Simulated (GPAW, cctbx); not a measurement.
## Reading charge transfer from structure factors

HfCoSn2Pd, I-4m2 (no. 119), a = 4.0595 Å, b = 4.0595 Å, c = 11.7298 Å, α = 90.00°, β = 90.00°, γ = 90.00°.

```csv
atom,mult.,x,y,z
Hf1,2,0,0,0
Sn1,4,0,0,0.3838
Pd1,2,0,1/2,1/4
Co1,2,1/2,0,1/4
```

The start was made by putting kin elements into a known structure type; the compound need not exist, or be stable, in this form.

Absolute values of the static structure factors of the conventional cell from DFT (PBE, GPAW) against free spherical atoms, in electrons:

| hkl | d (Å) | free atoms | crystal |
| --- | --- | --- | --- |
| 002 | 5.865 | 20.02 | 19.79 |
| 101 | 3.836 | 35.59 | 34.72 |
| 004 | 2.932 | 83.71 | 83.51 |
| 110 | 2.870 | 171.04 | 170.67 |
| 103 | 2.816 | 224.03 | 223.62 |
| 112 | 2.578 | 257.91 | 257.31 |
| 114 | 2.051 | 140.16 | 139.50 |
| 105 | 2.031 | 248.48 | 248.14 |
| 200 | 2.030 | 373.45 | 372.64 |
| 006 | 1.955 | 40.25 | 39.53 |

**Question.** Which way does charge move, and which reflections show it best?

Project each element's phase sum on the total phase. |F| rises if density moves to atoms that scatter in phase and falls if it moves to atoms that scatter against it; the rule is for low angles, since changes of shape take over beyond. Where all elements are in phase the terms compete, and the compactness of the donor's and the acceptor's density matters too.

| hkl | Hf in phase | Sn in phase | Pd in phase | Co in phase | change (e) | (%) |
| --- | --- | --- | --- | --- | --- | --- |
| 002 | +2.0 | +0.4 | -2.0 | -2.0 | -0.23 | -1.2 |
| 101 | -0.2 | +0.3 | +2.0 | -2.0 | -0.88 | -2.5 |
| 004 | +2.0 | -3.9 | +2.0 | +2.0 | -0.20 | -0.2 |
| 110 | +2.0 | +4.0 | -2.0 | -2.0 | -0.37 | -0.2 |
| 103 | +2.0 | +2.3 | +0.3 | -0.3 | -0.41 | -0.2 |
| 112 | +2.0 | +0.4 | +2.0 | +2.0 | -0.60 | -0.2 |
| 114 | -2.0 | +3.9 | +2.0 | +2.0 | -0.66 | -0.5 |
| 105 | +2.0 | +3.5 | +0.2 | -0.2 | -0.34 | -0.1 |

Low-angle reflections that set elements apart and change by more than 0.05 e: 002, 101, 004, 110, 103, 112, 114 and 105. The signs fit a gain of density on Sn and Co and a loss on Hf and Pd, apart from 114. The best witness is 101, -2.5 %, where Co enters with -2.0. The real-space density agrees: Voronoi charges Hf +0.28, Sn -0.09, Pd +0.23, Co -0.33 e. The shortest bond, Sn–Pd, has Δρ = +0.05 e/Å³ at its midpoint. Limits: a ferromagnetic start is the only order tried, and the real ground state may be antiferromagnetic or insulating.

[Outputs are excerpts: Python notices, other lines and further rows are left out; steps that failed or that the build refused (PBEsol, TPSS) are not shown.]

[Logs are printed without paths, hosts, clocks, repeated set-up lines and the standing remarks that a program may print on its own settings, such as how far it seeks lower states.]
